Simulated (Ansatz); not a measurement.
# The perfect GaP wire along [111], 38 atoms a period, H-terminated, part 2 of 2

Aim: is the GaP wire along [111], 38 atoms a period, H-terminated a metal or a semiconductor?

Ansatz 0.2.0; DFT PBE, plane waves, PAW; relaxation of a wire's period; PAW set soft_1 (the session's first sound run).

So far. Step 2 (The relaxed wire): The cell's length comes to 9.547 Å with spin left out.

## Step 3: The perfect wire

This step: DFT PBE, plane waves, PAW; bands of a perfect wire; PAW set soft_1 (Ansatz 0.2.0).

At the relaxed period the bands are computed along the axis; those that cross an energy going forward count the channels that a perfect wire would open there.

Contents of input.yaml:

```yaml
crystal:
  lattice:
    - [17.172, 0.0, 0.0]
    - [0.0, 18.636, 0.0]
    - [0.0, 0.0, 9.5472282046]
  atoms:
    - { symbol: Ga, position: [0.267357104, 0.627568481, 0.9933965] }
    - { symbol: Ga, position: [0.388226106, 0.444322718, 0.008692652] }
    - { symbol: Ga, position: [0.500012984, 0.622741729, 0.008686431] }
    - { symbol: Ga, position: [0.732668864, 0.627568481, 0.9933965] }
    - { symbol: P, position: [0.279263686, 0.621220441, 0.244351354] }
    - { symbol: P, position: [0.384480925, 0.442319543, 0.256408352] }
    - { symbol: P, position: [0.500012984, 0.268897539, 0.244344245] }
    - { symbol: P, position: [0.500012984, 0.626719394, 0.256407794] }
    - { symbol: P, position: [0.615545043, 0.442319543, 0.256408352] }
    - { symbol: P, position: [0.720762282, 0.621220441, 0.244351354] }
    - { symbol: H, position: [0.196353798, 0.427171546, 0.278600546] }
    - { symbol: H, position: [0.276190376, 0.299755121, 0.278622164] }
    - { symbol: H, position: [0.420178415, 0.784419783, 0.278630171] }
    - { symbol: H, position: [0.579847553, 0.784419783, 0.278630171] }
    - { symbol: H, position: [0.723835592, 0.299755121, 0.278622164] }
    - { symbol: H, position: [0.80367217, 0.427171546, 0.278600546] }
    - { symbol: H, position: [0.210476055, 0.590807715, 0.301580164] }
    - { symbol: H, position: [0.273438507, 0.691314447, 0.301594201] }
    - { symbol: H, position: [0.437040911, 0.229195765, 0.301548635] }
    - { symbol: H, position: [0.562985057, 0.229195765, 0.301548635] }
    - { symbol: H, position: [0.726587461, 0.691314447, 0.301594201] }
    - { symbol: H, position: [0.789549913, 0.590807715, 0.301580164] }
    - { symbol: Ga, position: [0.266950702, 0.379789487, 0.327097766] }
    - { symbol: Ga, position: [0.391398184, 0.561572943, 0.341512511] }
    - { symbol: Ga, position: [0.500012984, 0.388213639, 0.341503171] }
    - { symbol: Ga, position: [0.500012984, 0.751776594, 0.327132138] }
    - { symbol: Ga, position: [0.608627784, 0.561572943, 0.341512511] }
    - { symbol: Ga, position: [0.733075267, 0.379789487, 0.327097766] }
    - { symbol: P, position: [0.279016867, 0.386211554, 0.578256459] }
    - { symbol: P, position: [0.386174074, 0.564350354, 0.589383207] }
    - { symbol: P, position: [0.500012984, 0.382650948, 0.589378014] }
    - { symbol: P, position: [0.500012984, 0.738941583, 0.57828155] }
    - { symbol: P, position: [0.613851894, 0.564350354, 0.589383207] }
    - { symbol: P, position: [0.721009101, 0.386211554, 0.578256459] }
    - { symbol: H, position: [0.1939593, 0.545791682, 0.612915941] }
    - { symbol: H, position: [0.307484489, 0.726989886, 0.612905184] }
    - { symbol: H, position: [0.386482813, 0.238535124, 0.612952973] }
    - { symbol: H, position: [0.613543155, 0.238535124, 0.612952973] }
    - { symbol: H, position: [0.692541479, 0.726989886, 0.612905184] }
    - { symbol: H, position: [0.806066668, 0.545791682, 0.612915941] }
    - { symbol: H, position: [0.211995491, 0.350553195, 0.6321227] }
    - { symbol: H, position: [0.500012984, 0.810250313, 0.632155529] }
    - { symbol: H, position: [0.788030477, 0.350553195, 0.6321227] }
    - { symbol: Ga, position: [0.269289326, 0.505641324, 0.661950967] }
    - { symbol: Ga, position: [0.386390131, 0.318737689, 0.661955523] }
    - { symbol: Ga, position: [0.382909052, 0.686987477, 0.661953999] }
    - { symbol: Ga, position: [0.500012984, 0.50378638, 0.669100019] }
    - { symbol: Ga, position: [0.617116916, 0.686987477, 0.661953999] }
    - { symbol: Ga, position: [0.613635837, 0.318737689, 0.661955523] }
    - { symbol: Ga, position: [0.730736642, 0.505641324, 0.661950967] }
    - { symbol: P, position: [0.278955983, 0.506905249, 0.913647812] }
    - { symbol: P, position: [0.392407073, 0.325824956, 0.913650393] }
    - { symbol: P, position: [0.386553327, 0.678643567, 0.913647668] }
    - { symbol: P, position: [0.500012984, 0.503791783, 0.919964925] }
    - { symbol: P, position: [0.613472641, 0.678643567, 0.913647668] }
    - { symbol: P, position: [0.607618895, 0.325824956, 0.913650393] }
    - { symbol: P, position: [0.721069985, 0.506905249, 0.913647812] }
    - { symbol: H, position: [0.192027642, 0.667619795, 0.946593699] }
    - { symbol: H, position: [0.500012984, 0.17610913, 0.946545416] }
    - { symbol: H, position: [0.807998326, 0.667619795, 0.946593699] }
    - { symbol: H, position: [0.211835694, 0.471199421, 0.966657563] }
    - { symbol: H, position: [0.325293136, 0.290109314, 0.966660429] }
    - { symbol: H, position: [0.386549046, 0.750061184, 0.966635764] }
    - { symbol: H, position: [0.613476922, 0.750061184, 0.966635764] }
    - { symbol: H, position: [0.674732832, 0.290109314, 0.966660429] }
    - { symbol: H, position: [0.788190274, 0.471199421, 0.966657563] }
    - { symbol: Ga, position: [0.500012984, 0.256251187, 0.993396811] }
    - { symbol: Ga, position: [0.611799862, 0.444322718, 0.008692652] }
kpoints:
  mp_grid: { grid: [1, 1, 9] }
  band_path: { path: ["Γ", Z], npoints: 90 }
scf:
  occupations: { method: fermi_dirac, width: 0.05 }
hamiltonian:
  xc: pbe
  pseudopotentials: { kind: paw, azcp: { folder: soft_1 } }
output:
  dos: { e_range: [-5, 4] }
  write_potential: true
  write_density: true
  volumetric_format: npy
```

Launch:

```bash
ansatz run input.yaml --threads 4 --pin off --max-ram 16384MiB --backend cpu --events-out ev --progress --plain --runs-dir out
```

Numbers of over 12 decimals in the logs are rounded to 6 here.

Output:

```text
[...]
Crystal: 68 atoms, lattice volume = 3055.279 Å³
Basis set: ecut = 420 eV, 59625 PW (Γ)
Bands: 254, of which v1, the nominal top of the filled ones, is band 186 counted from 1 (185 counted from 0)
Symmetry: 2 space group operations
[...]
k-points: 5 of 9 (time reversal used)
[...]
SCF iter   1: F=—  HF=-86732.411526 eV  |F-HF|=—  |Δ(HF+E_count)|=         —  Δρ=3.65e-2  dr2=3.79e1  ethr=3.10e-3  ⟨swp⟩=8.6  Hψ=6461  notcnv=0  defer=132
[...]
SCF iter  11: F=-86720.808380 eV  HF=-86720.808380 eV  |F-HF|=1.15e-8  |Δ(HF+E_count)|=   8.33e-8  Δρ=5.93e-7  dr2=1.28e-8  ethr=2.69e-11  ⟨swp⟩=18.2  Hψ=7600  notcnv=0
SCF 1 converged in 11 iterations: F = -86720.808380 eV  dr2 = 1.28e-8
[...]
NSCF: frozen V_eff on 91 k-points
WARN: pass on a band path, mesh or list of k-points: the 91 k-points are solved 6 at a time at the most, because the 14.40 GiB of host memory that the pass is priced against does not hold them all with the solver's workspace as planned. The pass can take longer, above all where fewer k-points are solved at a time than the run has threads. As a rule a larger memory budget leaves room for more at once. The budget is what a run with no `--max-ram-frac` typed is planned for, 0.8 of the host's memory or its container's limit. More memory there lifts it, and so does a share over 0.88 that is typed (of such a share the budget is ten elevenths): [rest of the remark cut]
WARN: The input density's exchange-correlation potential varies sharply where the density is thin. Do not read a vacuum level from v_tot or v_xc, or from such a field of the output density. On a cell that repeats whose density bears no net charge and no dipole along the vacuum's axis use v_es (v_loc + v_h of the components); under efield.dipole_correction with no amplitude use v_es + v_field, which holds any external [...]
SCF converged after 11 iterations
the last check of whether an eigenvalue changes by more than its tolerance under the output density was not made (no_room)
Free energy (F): -86720.808380 eV
[...]
Internal energy: -86720.808380 eV  (E = F + TS)
E sigma→0 (E₀):  -86720.808380 eV
Fermi energy:    -0.848817 eV
[...]
--- Band table (eV; the first three rows and the last of 5) ---
  k-point 0: bands = [... 182 lower, -2.7682, -2.6426, -2.6423, -2.2527, 0.5899, 0.7668, 0.7681, 1.0374, ... 64 higher]
  k-point 1: bands = [... 182 lower, -2.7803, -2.6446, -2.6442, -2.3261, 0.6247, 0.7508, 0.7529, 1.0094, ... 64 higher]
  k-point 2: bands = [... 182 lower, -2.8244, -2.6566, -2.6561, -2.5341, 0.7013, 0.7472, 0.7504, 0.9329, ... 64 higher]
  k-point 4: bands = [... 182 lower, -2.8248, -2.8241, -2.7228, -2.7222, 0.7478, 0.7839, 0.7865, 0.8332, ... 64 higher]
```

Wall time 48 min (4 threads of Arm Neoverse V2, shared host); peak memory 12 GiB.

The column dr2 measures how far the density is from self-consistency, as an energy; F and HF (Harris–Foulkes) agree once it is small.

Numbers from this step:

```yaml
band_gap: 2.843 eV
```

Electronic bands along the path, in eV, zero at the Fermi level; v1 is the highest filled band, c1 the lowest empty one:

```csv
point,v4,v3,v2,v1,c1,c2,c3,c4
Γ,-1.92,-1.79,-1.79,-1.40,1.44,1.62,1.62,1.89
halfway,-1.99,-1.81,-1.81,-1.75,1.57,1.60,1.61,1.76
Z,-1.96,-1.96,-1.88,-1.88,1.59,1.63,1.63,1.68
```

The gap is 2.84 eV, with spin left out.

On this path the gap is direct, 2.84 eV, with the valence top at Γ and the conduction bottom at Γ.

## Step 4: Another level of theory, cutoff 500 eV, k-mesh 1×1×7

This step: DFT r2SCAN, plane waves, PAW; bands of a perfect wire at the PBE geometry; PAW set soft_1 (Ansatz 0.2.0).

The atoms stay at the PBE geometry and the functional changes. r2SCAN also reads the kinetic-energy density; it often gives larger moments and wider gaps than PBE, at a higher cost. Against the first PBE run of this kind, the cutoff is 500 eV against 420 and the mesh along the wire has 7 points against 9.

input.yaml: that of step 3 with these lines changed.

```diff
@@ -75,3 +75,3 @@
 kpoints:
-  mp_grid: { grid: [1, 1, 9] }
+  mp_grid: { grid: [1, 1, 7] }
   band_path: { path: ["Γ", Z], npoints: 90 }
@@ -80,8 +80,3 @@
 hamiltonian:
-  xc: pbe
+  xc: r2scan
   pseudopotentials: { kind: paw, azcp: { folder: soft_1 } }
-output:
-  dos: { e_range: [-5, 4] }
-  write_potential: true
-  write_density: true
-  volumetric_format: npy
```

Output:

```text
[...]
Crystal: 68 atoms, lattice volume = 3055.279 Å³
Basis set: ecut = 500 eV, 77631 PW (Γ), exchange–correlation on 512×576×288 points (64 copies of the dense FFT grid, shifted against one another)
Bands: 254, of which v1, the nominal top of the filled ones, is band 186 counted from 1 (185 counted from 0)
Symmetry: 2 space group operations
[...]
k-points: 4 of 7 (time reversal used)
[...]
SCF iter   1: F=—  HF=-86935.820511 eV  |F-HF|=—  |Δ(HF+E_count)|=         —  Δρ=3.61e-2  dr2=3.41e1  dr2_τ=5.61e-1  ethr=3.10e-3  ⟨swp⟩=8.8  Hψ=5277  notcnv=0  defer=87
[...]
SCF iter  10: F=-86929.516149 eV  HF=-86929.516149 eV  |F-HF|=1.04e-7  |Δ(HF+E_count)|=   7.18e-7  Δρ=1.28e-6  dr2=6.65e-8  dr2_τ=1.60e-9  ethr=2.69e-11  ⟨swp⟩=16.5  Hψ=6925  notcnv=0
SCF 1 converged in 10 iterations: F = -86929.516149 eV  dr2 = 6.65e-8
[...]
SCF converged after 10 iterations
Free energy (F): -86929.516149 eV
[...]
Internal energy: -86929.516149 eV  (E = F + TS)
E sigma→0 (E₀):  -86929.516149 eV
Fermi energy:    -0.891721 eV
[...]
--- Band table (eV) ---
  k-point 0: bands = [... 182 lower, -2.9933, -2.8670, -2.8668, -2.4531, 0.6986, 0.8740, 0.8748, 1.2042, ... 64 higher]
  k-point 1: bands = [... 182 lower, -3.0186, -2.8700, -2.8697, -2.5773, 0.7565, 0.8560, 0.8575, 1.1926, ... 64 higher]
  k-point 2: bands = [... 182 lower, -3.0944, -2.9173, -2.8957, -2.8951, 0.8639, 0.8854, 0.8877, 1.0735, ... 64 higher]
  k-point 3: bands = [... 182 lower, -3.0657, -3.0651, -2.9461, -2.9456, 0.9209, 0.9478, 0.9499, 0.9804, ... 64 higher]
```

Run time: 1.6 h. Hardware: 4 threads; peak memory 13 GiB.

This step gave:

```
band gap : 3.152 eV
```

Electronic bands along the path, in eV, zero at the Fermi level; v1 is the highest filled band, c1 the lowest empty one:

```csv
point,v4,v3,v2,v1,c1,c2,c3,c4
Γ,-2.10,-1.98,-1.98,-1.56,1.59,1.77,1.77,2.10
halfway,-2.18,-1.99,-1.99,-1.92,1.73,1.76,1.76,2.00
Z,-2.16,-2.15,-2.07,-2.07,1.82,1.84,1.84,1.86
```

The gap is 3.15 eV, against 2.84 eV under PBE at the relaxed period.

## Step 5: Outcome

```yaml
cell_length_pbe: 9.547 Å
gap_pbe: 2.84 eV
gap_r2scan: 3.15 eV
```

Under PBE the cell's length is 9.55 Å, and a gap of 2.84 eV makes it a semiconductor. At the relaxed period the wire is gapped under every functional, from 2.84 eV (PBE) to 3.15 eV (r2SCAN). Weak screening in one dimension makes quasiparticle gaps larger than the semilocal gaps, as a rule. Plain hydrogen on a compound's surface is a simple closure: it may leave surface states, and facets that end in unlike atoms put a field across the wire, both of which shrink the gap.

[Logs are printed without paths, hosts, clocks, repeated set-up lines and the standing remarks that a program may print on its own settings, such as how far it seeks lower states.]

[Hosts, paths, dates, database ids (printed as entryN), source tags and the programs' standing remarks are cut or masked in the printed files.]
